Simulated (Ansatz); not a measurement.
# A hypothetical structure for Mg2V2Bi, part 2 of 2

Starting from a made-up structure for Mg2V2Bi, the aim is the relaxed cell, its shortest contacts and, where a second run follows, its electronic structure.

Ansatz 0.2.0; DFT, PBEsol, plane-wave PAW, files of the set soft_1, scalar-relativistic, ferromagnetic start, cell and ions relaxed at zero pressure; PAW set soft_1 (the session's first sound run).

So far: The starting structure; Relaxing cell and atoms. The relaxed cell has a = 4.138, c = 12.138 Å (conventional setting).

## (3) Bands of the relaxed cell

With the geometry fixed, one more self-consistent run, with a narrower smearing and the mesh shown in its input, gives the bands, and its pressure, and its forces where symmetry allows any, show how far the geometry depends on these settings.

This step: DFT, PBEsol, plane-wave PAW, files of the set soft_1, scalar-relativistic, no spin, bands and density of states at the relaxed cell; PAW set soft_1 (Ansatz 0.2.0).

Input file input.yaml:

```yaml
crystal:
  lattice:
    - [-2.0691883046, 2.0691883046, 6.0687714001]
    - [2.0691883046, -2.0691883046, 6.0687714001]
    - [2.0691883046, 2.0691883046, -6.0687714001]
  atoms:
    - { symbol: Bi, position: [0.0, 0.0, 0.0] }
    - { symbol: V, position: [0.5715486689, 0.5715486689, 0.0] }
    - { symbol: V, position: [0.4284513311, 0.4284513311, 0.0] }
    - { symbol: Mg, position: [0.25, 0.75, 0.5] }
    - { symbol: Mg, position: [0.75, 0.25, 0.5] }
kpoints:
  mp_grid: { grid: [10, 10, 10] }
  band_path:
    path:
      - [[0.0, 0.0, 0.0], [-0.5, 0.5, 0.0], [-0.5, 0.5, -0.05812574], [-0.27906287, 0.27906287, -0.27906287], [0.0, 0.0, 0.0], [0.5, 0.5, -0.5], [0.27906287, 0.72093713, -0.72093713], [0.0, 0.5, -0.5], [-0.25, 0.75, -0.25], [0.05812574, 0.94187426, -0.5], [0.5, 0.5, -0.5]]
      - [[-0.5, 0.5, 0.0], [-0.25, 0.75, -0.25]]
    npoints: 7
scf:
  occupations: { method: fermi_dirac, width: 0.03 }
  n_extra_bands: 9
hamiltonian:
  xc: pbesol
  pseudopotentials: { kind: paw, azcp: { folder: soft_1 }, xc_functional: pbe }
output:
  forces: true
  stress: true
  write_bands: true
  dos: { projected: true }
  write_density: true
  write_potential: true
  elf: true
  volumetric_format: npy
```

Started as:

```sh
$ ansatz run input.yaml --threads 4 --pin off --max-ram 8192MiB --backend cpu --events-out ev --progress --plain --runs-dir out
```

Numbers of over 12 decimals in the logs are rounded to 6 here.

The program printed:

```text
[...]
Crystal: 5 atoms, lattice volume = 103.935 Å³
Basis set: ecut = 420 eV, 2033 PW (Γ), exchange–correlation on 96×96×96 points (8 copies of the dense FFT grid, shifted against one another)
Bands: 40, of which v1, the nominal top of the filled ones, is band 31 counted from 1 (30 counted from 0)
Symmetry: 16 space group operations
[...]
k-points: 102 of 1000
[...]
SCF iter   1: F=—  HF=-21842.932017 eV  |F-HF|=—  |Δ(HF+E_count)|=         —  Δρ=1.34e-1  dr2=3.77e1  ethr=3.10e-3  ⟨swp⟩=6.1  Hψ=17354  notcnv=0
[...]
SCF iter   9: F=-21836.669855 eV  HF=-21836.669855 eV  |F-HF|=2.19e-8  |Δ(HF+E_count)|=   1.78e-7  Δρ=5.37e-6  dr2=4.71e-8  ethr=1.64e-10  ⟨swp⟩=15.0  Hψ=30325  notcnv=0
SCF 1 converged in 9 iterations: F = -21836.669855 eV  dr2 = 4.71e-8
[...]
NSCF: frozen V_eff on 79 k-points
SCF converged after 9 iterations
Free energy (F): -21836.669855 eV
[...]
Internal energy: -21836.660742 eV  (E = F + TS)
E sigma→0 (E₀):  -21836.665298 eV
Entropy (-TS):   -0.009113 eV (-1.823 meV/atom)
Fermi energy:    10.393542 eV
[...]
--- Forces (eV/Å), atoms counted from 1 ---
  atom   1  Bi     0.00000000    -0.00000000     0.00000000
  atom   2  V      0.00000000    -0.00000000    -0.04511613
  atom   3  V     -0.00000000    -0.00000000     0.04511613
  atom   4  Mg     0.00000000     0.00000000     0.00000000
  atom   5  Mg    -0.00000000     0.00000000    -0.00000000
  max |Σ_I F_I| component: 1.73e-17 eV/Å
--- Stress (GPa, compression-positive) ---
        0.013165      -0.000000       0.000000
       -0.000000       0.013165       0.000000
        0.000000      -0.000000      -0.188478
  P = ⅓ Tr σ = -0.0540 GPa (-0.540 kbar)
--- Band table (eV; the first three rows and the last of 102) ---
  k-point 0: bands = [... 27 lower, 9.4823, 9.8468, 10.1363, 10.1363, 10.7455, 11.3228, 11.3228, 11.7650, ... 5 higher]
  k-point 1: bands = [... 27 lower, 8.6859, 9.6662, 10.3095, 10.3399, 10.6066, 10.7316, 11.5453, 11.7692, ... 5 higher]
  k-point 2: bands = [... 27 lower, 8.5039, 9.6195, 9.7473, 9.7745, 10.5605, 11.0163, 11.7097, 11.7756, ... 5 higher]
  k-point 101: bands = [... 27 lower, 9.6820, 9.6820, 9.7252, 9.8687, 10.0641, 10.9806, 11.7205, 12.8394, ... 5 higher]
```

Elapsed: 8.3 s, on 4 threads of Intel Xeon 6975P-C (Granite Rapids), shared host; peak memory 0.83 GiB.

This step gave:

- free energy: -21836.6699 eV
- energy at zero smearing: -21836.6653 eV
- smearing term TS: 0.009113 eV
- Fermi energy: 10.39 eV
- pressure: -0.05405 GPa

bands.tsv at the labelled points (eV, zero at the Fermi level; the bands that come nearest the Fermi level along the path):

```tsv
point	band 28	band 29	band 30	band 31	band 32	band 33	band 34	band 35
Γ	-0.91	-0.55	-0.26	-0.26	0.35	0.93	0.93	1.37
X	-1.93	-1.91	-1.14	-0.36	-0.07	0.38	0.43	1.71
Y	-2.05	-1.55	-0.91	-0.21	-0.07	0.39	0.44	1.73
S	-1.91	-1.36	-0.47	0.22	0.95	1.05	2.21	2.26
Γ	-0.91	-0.55	-0.26	-0.26	0.35	0.93	0.93	1.37
Z	-0.71	-0.71	-0.67	-0.52	-0.33	0.59	1.33	2.45
S1	-1.91	-1.36	-0.47	0.22	0.95	1.05	2.21	2.26
N	-2.00	-1.76	-0.40	0.49	0.97	1.04	1.73	2.16
P	-1.53	-1.41	-0.86	-0.74	-0.74	-0.07	0.46	1.71
Y1	-2.05	-1.55	-0.91	-0.21	-0.07	0.39	0.44	1.73
Z	-0.71	-0.71	-0.67	-0.52	-0.33	0.59	1.33	2.45
X	-1.93	-1.91	-1.14	-0.36	-0.07	0.38	0.43	1.71
P	-1.53	-1.41	-0.86	-0.74	-0.74	-0.07	0.46	1.71
```

States per cell as run, both spins, in windows of 1 eV, from dos.tsv (zero at the Fermi level):

```csv
from,to,total
-8,-7,0.00
-7,-6,0.06
-6,-5,1.28
-5,-4,1.58
-4,-3,2.72
-3,-2,4.19
-2,-1,3.73
-1,0,3.38
0,1,4.36
1,2,4.61
2,3,3.90
```

Below -8 eV lie 44.0 more states.

Valence density in the ab plane of the cell as run, not the conventional one, at fractional z = 0.000, with atoms of Bi and V within 0.2 Å of it. It is the smooth field of the valence electrons, not physical close to the nuclei.

Ten steps, logarithmic in the rise over the least value, from '0' (0 e/Å³) to '9' (15 e/Å³), each cell a mean:
```
8863100000000000257
6764210000000000125
4554210000000000012
1233211111100000000
0111111122210000000
0001111246531000000
0000112358874100000
0000124447997310000
0000146756898521000
0000147986678621000
0000126998545421000
0000013799743211000
0000001367642111000
0000000124421111110
0000000011111112221
2100000000000113443
5310000000000013566
7531000000000012578
8752000000000001468
```
Columns run along a (6.7 Å), rows up along b (6.7 Å). Atoms in or near the plane, at fractional coordinates: Bi at (0.00, 0.00), V at (0.57, 0.57), V at (0.43, 0.43).

ELF in the ab plane of the cell as run, not the conventional one, at fractional z = 0.000, with atoms of Bi and V within 0.2 Å of it. It is the smooth field of the valence electrons, not physical close to the nuclei.

Values, 10 rows by 16 columns, each cell a mean:
```
0.17 0.17 0.35 0.42 0.40 0.35 0.43 0.56 0.60 0.55 0.40 0.25 0.23 0.35 0.40 0.29
0.40 0.38 0.40 0.42 0.42 0.29 0.21 0.30 0.47 0.60 0.57 0.39 0.21 0.17 0.27 0.39
0.35 0.41 0.41 0.40 0.39 0.26 0.14 0.26 0.31 0.27 0.40 0.54 0.47 0.30 0.21 0.24
0.39 0.39 0.29 0.16 0.17 0.26 0.26 0.49 0.69 0.61 0.38 0.28 0.50 0.59 0.48 0.39
0.55 0.57 0.44 0.17 0.26 0.51 0.51 0.36 0.49 0.67 0.67 0.42 0.24 0.51 0.63 0.57
0.52 0.58 0.63 0.44 0.25 0.52 0.69 0.68 0.46 0.34 0.42 0.31 0.13 0.24 0.47 0.53
0.32 0.35 0.47 0.57 0.46 0.27 0.38 0.59 0.59 0.33 0.24 0.27 0.22 0.27 0.36 0.36
0.33 0.21 0.19 0.30 0.48 0.55 0.42 0.27 0.21 0.13 0.15 0.35 0.42 0.42 0.43 0.41
0.39 0.38 0.26 0.17 0.24 0.43 0.59 0.61 0.50 0.34 0.29 0.38 0.43 0.40 0.33 0.32
0.17 0.30 0.41 0.34 0.25 0.31 0.46 0.56 0.58 0.51 0.38 0.34 0.41 0.41 0.26 0.12
```
Columns run along a (6.7 Å), rows up along b (6.7 Å). Atoms in or near the plane, at fractional coordinates: Bi at (0.00, 0.00), V at (0.57, 0.57), V at (0.43, 0.43).

Electrostatic potential energy in the ab plane of the cell as run, not the conventional one, at fractional z = 0.000, with atoms of Bi and V within 0.2 Å of it. With pseudopotentials it is smooth inside the atoms' cores, unlike the true potential.

Values in eV, 10 rows by 16 columns, each cell a mean:
```
-39 -39 -27   0  11  12  12  11  10  10  11  13  13   9  -6 -30
 -8 -18 -15  -1   8  10  10  10  11  11  12  13  13  13  11   5
 12   9   8   8   9   8   1  -9  -7   4  11  13  13  13  13  13
 12  12  11   8   4   2  -4 -26 -29 -25 -12   6  12  12  11  11
 10  11  11   7  -9 -26 -25 -25 -29 -27 -29 -15   6  11  11  10
 10  10  11  11   2 -21 -27 -27 -28 -18 -19 -15   2  10  12  11
 12  12  12  13  12   5 -12 -25 -28 -15   4   7   8  10  12  12
 11  13  13  13  13  13  11   6   0   1   7   9   8   4   4   8
-12   5  11  13  13  12  11  11  11  11  11  10   5 -14 -28 -26
-39 -29  -3  10  13  12  11  10  10  11  12  12   9  -8 -35 -40
```
Columns run along a (6.7 Å; values clipped at the 3rd and 97th percentile), rows up along b (6.7 Å). Atoms in or near the plane, at fractional coordinates: Bi at (0.00, 0.00), V at (0.57, 0.57), V at (0.43, 0.43).

## (4) Results

| Item | Value |
| --- | --- |
| space group, relaxed | I4/mmm |
| conventional cell | a = 4.138, b = 4.138, c = 12.138 Å; α = 90.0°, β = 90.0°, γ = 90.0° |
| volume per atom | 20.79 Å³ (guess 18.13) |
| total moment | 0.00 μB in the cell of 5 atoms |

In words: Mg2V2Bi relaxes to I4/mmm with a = 4.138, b = 4.138 and c = 12.138 Å. The guessed volume was 13 % too small. The space group I4/mmm was held in the relaxation, so the end point is a stationary structure within it and may be a saddle against distortions or other arrangements. The moments died out from this one start and weren't seeded again at the relaxed cell. Bands cross the Fermi level, so it is a metal or semimetal at this level. The electron count is odd, which forces that without spin polarisation or a larger cell. On the 10×10×10 mesh with the narrower smearing (relaxed on 9×9×9) the largest force component is 0.045 eV/Å and the largest stress component is 0.188 GPa, against the relaxation's thresholds of 0.015 eV/Å and 0.05 GPa. The cutoff wasn't tested. A vector of the cell changed its length by 13 %, more than the volume shows. Spin-orbit coupling is left out, which can matter for elements this heavy. No dispersion term is used, so weakly bound directions may come out too long. Nothing here tests whether the compound is stable against decomposition.

[Logs are printed without paths, hosts, clocks, repeated set-up lines and the standing remarks that a program may print on its own settings, such as how far it seeks lower states.]

[Hosts, paths, dates, database ids (printed as entryN), source tags and the programs' standing remarks are cut or masked in the printed files.]
